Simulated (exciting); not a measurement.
# Ti L₂,₃-edge absorption of BaTiO3, all-electron BSE

Wanted: the near-edge spectrum and the bound core excitons at the Ti L₂,₃ edge of BaTiO3.

Calculated with exciting sodium; X-ray absorption, core-level Bethe-Salpeter equation, exchange and statically screened direct term, Tamm-Dancoff, all-electron LAPW+lo LDA, spinor conduction states.

This is a report of a sequence of runs, with most program output left out.

## 1. The structure

It takes space group Pm-3m (No. 221, cubic). Conventional cell: a = 4.006 Å, b = 4.006 Å, c = 4.006 Å, α = 90.00°, β = 90.00°, γ = 90.00°. Nearest to Ba lie 12 O at 2.83 Å. Nearest to Ti lie 6 O at 2.00 Å. O has 2 Ti at 2.00 Å and 4 Ba at 2.83 Å nearest. Farther neighbours and most contacts between anions are not listed.

Coordinates:

```xyz
5
Lattice="4.0060 0.0000 0.0000 0.0000 4.0060 0.0000 0.0000 0.0000 4.0060" Properties=species:S:1:pos:R:3 pbc="T T T"
Ba    2.0030    2.0030    2.0030
Ti    0.0000    0.0000    0.0000
O     0.0000    0.0000    2.0030
O     0.0000    2.0030    0.0000
O     2.0030    0.0000    0.0000
```

Differences between curves are given as r.m.s. difference over r.m.s. height.

## 2. The self-consistent potential

The species files are the program's own, with muffin-tin radii set in the input.

File input.xml:

```
<input>
  <title>BaTiO3</title>
  <structure speciespath="." autormt="false" epslat="1.0e-5">
    <crystal>
      <basevect>7.5702428539 0.0000000000 0.0000000000</basevect>
      <basevect>0.0000000000 7.5702428539 0.0000000000</basevect>
      <basevect>0.0000000000 0.0000000000 7.5702428539</basevect>
    </crystal>
    <species speciesfile="Ba.xml" rmt="2.341">
      <atom coord="0.5000000000 0.5000000000 0.5000000000"/>
    </species>
    <species speciesfile="Ti.xml" rmt="2.128">
      <atom coord="0.0000000000 0.0000000000 0.0000000000"/>
    </species>
    <species speciesfile="O.xml" rmt="1.543">
      <atom coord="0.0000000000 0.0000000000 0.5000000000"/>
      <atom coord="0.0000000000 0.5000000000 0.0000000000"/>
      <atom coord="0.5000000000 0.0000000000 0.0000000000"/>
    </species>
  </structure>
  <groundstate do="fromscratch" xctype="LDA_PW" ngridk="4 4 4" rgkmax="7" gmaxvr="15" nempty="8" swidth="0.001" maxscl="100" epsengy="1e-5">
    <spin spinorb="true"/>
  </groundstate>
</input>
```

Command:

```console
> OMP_NUM_THREADS=1 mpirun -n 8 exciting
```

It took 1.7 min on 8 MPI ranks of Arm Neoverse V1, shared host.

The warnings file holds hints only, no warning.

The mesh shows a gap of 1.68 eV. Core levels (Dirac, from the valence top):

```
atom  level  energy (eV)
  Ti  1s1/2      -4849.1
  Ti  2s1/2       -529.8
  Ti  2p1/2       -442.1
  Ti  2p3/2       -436.3
```

## 3. A richer basis for the empty states

Each species file gets more local orbitals, built from u and its energy derivative at 0.15 Ha and u at 0.9 Ha.

input.xml is that of step 2.

File SPECIES.xml, added lines:

```
<lo l="L">  <!-- L = 0, 1, 2, and 3 from Cs on -->
  <wf matchingOrder="0" trialEnergy="0.1500" searchE="false"/>
  <wf matchingOrder="1" trialEnergy="0.1500" searchE="false"/>
  <wf matchingOrder="0" trialEnergy="0.9000" searchE="false"/>
</lo>
```

Command:

```console
> OMP_NUM_THREADS=1 mpirun -n 8 exciting
```

The job ended after 1.8 min (8 MPI ranks).

Against the first ground state the total energy moves by -10 meV an atom and the gap by 0.00 eV.

## 4. Screening, kernels and BSE for Ti atom 2

The absorber has 6 O at 2.00 Å (octahedral, site symmetry m-3m).

input.xml: that of step 3 with these lines changed.

```diff
@@ -20,5 +20,21 @@
   </structure>
-  <groundstate do="fromscratch" xctype="LDA_PW" ngridk="4 4 4" rgkmax="7" gmaxvr="15" nempty="8" swidth="0.001" maxscl="100" epsengy="1e-5">
+  <groundstate do="skip" xctype="LDA_PW" ngridk="4 4 4" rgkmax="7" gmaxvr="15" nempty="8" swidth="0.001" maxscl="100" epsengy="1e-5">
     <spin spinorb="true"/>
   </groundstate>
+  <xs xstype="BSE" ngridk="2 2 2" ngridq="2 2 2" vkloff="0.097 0.273 0.493" rgkmax="7" nempty="12" gqmax="4.5" lmaxapwwf="5" lmaxemat="3" broad="0.00919" tevout="true">
+    <energywindow intv="15.653 16.820" points="381"/>
+    <screening screentype="full" nempty="65"/>
+    <BSE xas="true" xasspecies="2" xasatom="1" xasedge="L23" bsetype="singlet" nstlxas="1 16"/>
+    <qpointset>
+      <qpoint>0 0 0</qpoint>
+    </qpointset>
+    <plan>
+      <doonly task="xsgeneigvec"/>
+      <doonly task="writepmatxs"/>
+      <doonly task="scrgeneigvec"/>
+      <doonly task="scrwritepmat"/>
+      <doonly task="screen"/>
+      <doonly task="scrcoulint"/>
+    </plan>
+  </xs>
 </input>
```

File input.xml for the exchange start (cutoff and plan only):

```
  gqmax="4.9"
  <plan>
    <doonly task="exccoulint"/>
  </plan>
```

File input.xml for the last start (plan only):

```
  <plan>
    <doonly task="bse"/>
  </plan>
```

Command:

```console
> OMP_NUM_THREADS=1 mpirun -n 8 exciting
> OMP_NUM_THREADS=1 mpirun -n 8 exciting
> OMP_NUM_THREADS=8 exciting
```

Wall time 61 min (8 MPI ranks).

WARNINGS.OUT says: Warning(modbse): BSE calculation of spin-unpolarized systems is experimental.

Wall time by task: xsgeneigvec 10 s, writepmatxs 7.2 s, scrgeneigvec 7.7 s, scrwritepmat 4.2 s, screen 97 s, scrcoulint 30 s, exccoulint 59 min, bse 1.5 s.

The Ti L₂,₃ spectrum of Ti atom 2 (energy from the Kohn–Sham onset, core level to the lowest empty state found on the meshes used, 437.95 eV; the ground-state mesh sets it, and the shifted mesh has its lowest transition 0.46 eV above it; Im ε scaled to the maximum of the singlet run; cut below the end of the band set):

```
E (eV)  Im ε
 -4.50  0.01
 -4.25  0.02
 -4.00  0.02
 -3.75  0.03
 -3.50  0.03
 -3.25  0.05
 -3.00  0.08
 -2.75  0.14
 -2.50  0.26
 -2.25  0.53
 -2.00  0.41
 -1.75  0.19
 -1.50  0.14
 -1.25  0.16
 -1.00  0.25
 -0.75  0.40
 -0.50  0.62
 -0.25  0.89
  0.00  0.97
  0.25  0.53
  0.50  0.28
  0.75  0.17
  1.00  0.10
  1.25  0.08
  1.50  0.06
  1.75  0.06
  2.00  0.06
  2.25  0.06
  2.50  0.08
  2.75  0.11
  3.00  0.20
  3.25  0.43
  3.50  0.76
  3.75  0.48
  4.00  0.24
  4.25  0.18
  4.50  0.22
  4.75  0.38
  5.00  0.58
  5.25  0.75
  5.50  0.84
  5.75  0.49
```

Maxima (height): -2.2 eV (0.57), -0.1 eV (1.00), 3.5 eV (0.76) and 5.4 eV (0.86).

The Hamiltonian has 768 rows. The lowest groups of eigenvalues and the brightest ones, on the scale above (the program counts from the shifted mesh's onset, 0.46 eV higher). Core spinors bring spin-forbidden partners, so dark means forbidden by spin or by symmetry, and the shifted mesh splits states that symmetry would keep together:

```
energy (eV)  states within 10 meV  relative strength
     -2.905                     1               dark
     -2.859                     1             0.0081
     -2.810                     2              0.033
     -2.741                     4             0.0014
     -2.726                     3             0.0037
     -2.692                     2             1.8e-4
     -2.589                     2              0.051
     -2.131                     1               0.60
     -0.378                     1               0.96
     -0.165                     1               0.86
     -0.030                     1               0.91
      4.974                     1               0.64
      5.400                     1               0.91
      5.511                     1               1.00
```

## 5. Independent particles

input.xml: that of step 4 with these lines changed.

```diff
@@ -26,3 +26,3 @@
     <screening screentype="full" nempty="65"/>
-    <BSE xas="true" xasspecies="2" xasatom="1" xasedge="L23" bsetype="singlet" nstlxas="1 16"/>
+    <BSE xas="true" xasspecies="2" xasatom="1" xasedge="L23" bsetype="IP" nstlxas="1 16"/>
     <qpointset>
@@ -31,8 +31,3 @@
     <plan>
-      <doonly task="xsgeneigvec"/>
-      <doonly task="writepmatxs"/>
-      <doonly task="scrgeneigvec"/>
-      <doonly task="scrwritepmat"/>
-      <doonly task="screen"/>
-      <doonly task="scrcoulint"/>
+      <doonly task="bse"/>
     </plan>
```

Command:

```console
> OMP_NUM_THREADS=8 exciting
```

The job ended after 3 s (8 threads).

Maxima (height): 1.1 eV (0.61), 1.9 eV (0.79), 2.7 eV (0.38), 3.5 eV (0.35) and 4.8 eV (0.35); 1 lower ones aren't listed. Against the singlet run the r.m.s. difference is 93 %. The highest maximum lies at 1.9 eV (0.79), against -0.1 eV (1.00).

## 6. Exchange alone

input.xml: that of step 5 with these lines changed.

```diff
@@ -26,3 +26,3 @@
     <screening screentype="full" nempty="65"/>
-    <BSE xas="true" xasspecies="2" xasatom="1" xasedge="L23" bsetype="IP" nstlxas="1 16"/>
+    <BSE xas="true" xasspecies="2" xasatom="1" xasedge="L23" bsetype="RPA" nstlxas="1 16"/>
     <qpointset>
```

Command:

```console
> OMP_NUM_THREADS=8 exciting
```

It took 3 s on 8 threads.

Maxima (height): 2.3 eV (0.40), 3.2 eV (0.34), 3.8 eV (0.33), 5.2 eV (0.37) and 5.7 eV (0.28); 1 lower ones aren't listed. Against the independent-particle run the r.m.s. difference is 60 %. The highest maximum lies at 2.3 eV (0.40), against 1.9 eV (0.79).

## 7. Direct term alone

input.xml: that of step 6 with these lines changed.

```diff
@@ -26,3 +26,3 @@
     <screening screentype="full" nempty="65"/>
-    <BSE xas="true" xasspecies="2" xasatom="1" xasedge="L23" bsetype="RPA" nstlxas="1 16"/>
+    <BSE xas="true" xasspecies="2" xasatom="1" xasedge="L23" bsetype="triplet" nstlxas="1 16"/>
     <qpointset>
```

Command:

```console
> OMP_NUM_THREADS=8 exciting
```

The job ended after 3 s (8 threads).

Maxima (height): -2.8 eV (1.50), -1.2 eV (0.78), -0.8 eV (0.69), 3.1 eV (0.73) and 5.1 eV (0.34); 1 lower ones aren't listed. Against the singlet run the r.m.s. difference is 105 %. The highest maximum lies at -2.8 eV (1.50), against -0.1 eV (1.00).

## 8. Exchange cutoff

Changed against the first singlet run: cutoff of the exchange term (bohr⁻¹) from 4.9 to 2.5.

input.xml: that of step 7 with these lines changed.

```diff
@@ -23,6 +23,6 @@
   </groundstate>
-  <xs xstype="BSE" ngridk="2 2 2" ngridq="2 2 2" vkloff="0.097 0.273 0.493" rgkmax="7" nempty="12" gqmax="4.5" lmaxapwwf="5" lmaxemat="3" broad="0.00919" tevout="true">
+  <xs xstype="BSE" ngridk="2 2 2" ngridq="2 2 2" vkloff="0.097 0.273 0.493" rgkmax="7" nempty="12" gqmax="2.5" lmaxapwwf="5" lmaxemat="3" broad="0.00919" tevout="true">
     <energywindow intv="15.653 16.820" points="381"/>
     <screening screentype="full" nempty="65"/>
-    <BSE xas="true" xasspecies="2" xasatom="1" xasedge="L23" bsetype="triplet" nstlxas="1 16"/>
+    <BSE xas="true" xasspecies="2" xasatom="1" xasedge="L23" bsetype="singlet" nstlxas="1 16"/>
     <qpointset>
@@ -31,3 +31,3 @@
     <plan>
-      <doonly task="bse"/>
+      <doonly task="exccoulint"/>
     </plan>
```

File input.xml for the last start (plan only):

```
  <plan>
    <doonly task="bse"/>
  </plan>
```

Command:

```console
> OMP_NUM_THREADS=1 mpirun -n 8 exciting
> OMP_NUM_THREADS=8 exciting
```

Wall time 8.4 min (8 MPI ranks).

These settings are cheaper. The spectrum differs from the singlet run by 80 % r.m.s. The highest maximum lies at -2.5 eV (1.14), against -0.1 eV (1.00). The exchange integrals of a compact core orbital build up only at large G.

```
E (eV)  first run  this run
 -5.25       0.01      0.02
 -5.00       0.01      0.02
 -4.75       0.01      0.02
 -4.50       0.01      0.03
 -4.25       0.02      0.04
 -4.00       0.02      0.05
 -3.75       0.03      0.07
 -3.50       0.03      0.10
 -3.25       0.05      0.18
 -3.00       0.08      0.38
 -2.75       0.14      0.81
 -2.50       0.26      1.13
 -2.25       0.53      0.65
 -2.00       0.41      0.32
 -1.75       0.19      0.24
 -1.50       0.14      0.29
 -1.25       0.16      0.55
 -1.00       0.25      0.83
 -0.75       0.40      0.78
 -0.50       0.62      0.83
 -0.25       0.89      0.41
  0.00       0.97      0.22
  0.25       0.53      0.14
  0.50       0.28      0.10
  0.75       0.17      0.08
  1.00       0.10      0.06
  1.25       0.08      0.05
  1.50       0.06      0.05
  1.75       0.06      0.05
  2.00       0.06      0.06
  2.25       0.06      0.08
  2.50       0.08      0.12
  2.75       0.11      0.23
  3.00       0.20      0.53
  3.25       0.43      0.74
  3.50       0.76      0.37
  3.75       0.48      0.19
  4.00       0.24      0.14
  4.25       0.18      0.16
  4.50       0.22      0.29
  4.75       0.38      0.41
  5.00       0.58      0.39
  5.25       0.75      0.39
  5.50       0.84      0.18
  5.75       0.49      0.11
```

## 9. The levels of theory side by side

```
      level  curve passes 0.15 (eV)  highest maximum (eV)  its height
         IP                     0.3                   1.9        0.79
        RPA                     1.7                   2.3        0.40
direct only                    -3.6                  -2.8        1.50
    singlet                    -2.7                  -0.1        1.00
```

```
E (eV)    IP   RPA  direct only  singlet
 -5.25  0.00  0.00         0.02     0.01
 -5.00  0.00  0.00         0.03     0.01
 -4.75  0.00  0.00         0.03     0.01
 -4.50  0.00  0.00         0.04     0.01
 -4.25  0.00  0.00         0.06     0.02
 -4.00  0.01  0.00         0.08     0.02
 -3.75  0.01  0.00         0.13     0.03
 -3.50  0.01  0.00         0.22     0.03
 -3.25  0.01  0.00         0.45     0.05
 -3.00  0.01  0.00         1.09     0.08
 -2.75  0.01  0.00         1.48     0.14
 -2.50  0.01  0.00         0.90     0.26
 -2.25  0.01  0.01         0.42     0.53
 -2.00  0.01  0.01         0.26     0.41
 -1.75  0.01  0.01         0.25     0.19
 -1.50  0.02  0.01         0.40     0.14
 -1.25  0.02  0.01         0.75     0.16
 -1.00  0.02  0.01         0.69     0.25
 -0.75  0.03  0.01         0.69     0.40
 -0.50  0.04  0.01         0.43     0.62
 -0.25  0.05  0.02         0.21     0.89
  0.00  0.08  0.02         0.13     0.97
  0.25  0.15  0.04         0.09     0.53
  0.50  0.25  0.06         0.08     0.28
  0.75  0.30  0.06         0.06     0.17
  1.00  0.56  0.10         0.05     0.10
  1.25  0.56  0.14         0.04     0.08
  1.50  0.56  0.14         0.04     0.06
  1.75  0.73  0.16         0.05     0.06
  2.00  0.75  0.24         0.06     0.06
  2.25  0.51  0.38         0.09     0.06
  2.50  0.37  0.32         0.14     0.08
  2.75  0.37  0.28         0.31     0.11
  3.00  0.35  0.28         0.68     0.20
  3.25  0.29  0.34         0.51     0.43
  3.50  0.35  0.31         0.24     0.76
  3.75  0.31  0.32         0.14     0.48
  4.00  0.19  0.26         0.11     0.24
  4.25  0.18  0.16         0.15     0.18
  4.50  0.29  0.18         0.28     0.22
  4.75  0.34  0.23         0.30     0.38
  5.00  0.34  0.33         0.32     0.58
  5.25  0.25  0.37         0.24     0.75
  5.50  0.23  0.27         0.11     0.84
  5.75  0.22  0.28         0.07     0.49
```

## 10. Summary of results

| Item | Value |
| --- | --- |
| absorber and edge | Ti L₂,₃, atom 2 |
| surroundings | 6 O at 2.00 Å (octahedral, site symmetry m-3m) |
| first bright state | -2.59 eV from the Kohn–Sham onset, on this mesh |
| highest maximum | -0.1 eV |
| cost of the BSE run | 61 min on 8 MPI ranks of Arm Neoverse V1, shared host; the last task ran on as many threads |

What this shows: Is a core exciton bound? Yes on this mesh: the first bright state (over 5 % of the brightest) lies at -2.59 eV from the Kohn–Sham onset and at -3.05 eV from the lowest bare transition of its own mesh; weaker or dark states reach down to -2.91 eV. Lowering the exchange cutoff to 2.5 bohr⁻¹ changes the spectrum by 80 % r.m.s. Exchange alone changes the independent-particle spectrum by 60 % r.m.s. Leaving exchange out of the full kernel changes the spectrum by 105 % r.m.s. A mesh of 8 points doesn't converge binding energies, and the weak maxima beyond the white lines are largely noise of the mesh. The multiplet shape isn't converged in the kernel cutoffs, and the cutoff of the direct term wasn't varied. Measured L₃ and L₂ lines of such d⁰ ions are about equally strong. The zero comes from the unshifted 4×4×4 ground-state mesh; it is exact only where the band minimum lies on that mesh. The Kohn–Sham onset, 438 eV, is no photon energy (tabulated edge of the element: 453.8 eV): the scale needs a rigid shift. No quasiparticle correction widens the gap or stretches the bands. Charge-transfer satellites and vibrations lie outside this two-particle theory. The structure is a published determination, not relaxed.

[Logs are printed without paths, hosts, clocks, repeated set-up lines and the standing remarks that a program may print on its own settings, such as how far it seeks lower states.]

[Hosts, paths, dates, database ids (printed as entryN), source tags and the programs' standing remarks are cut or masked in the printed files.]
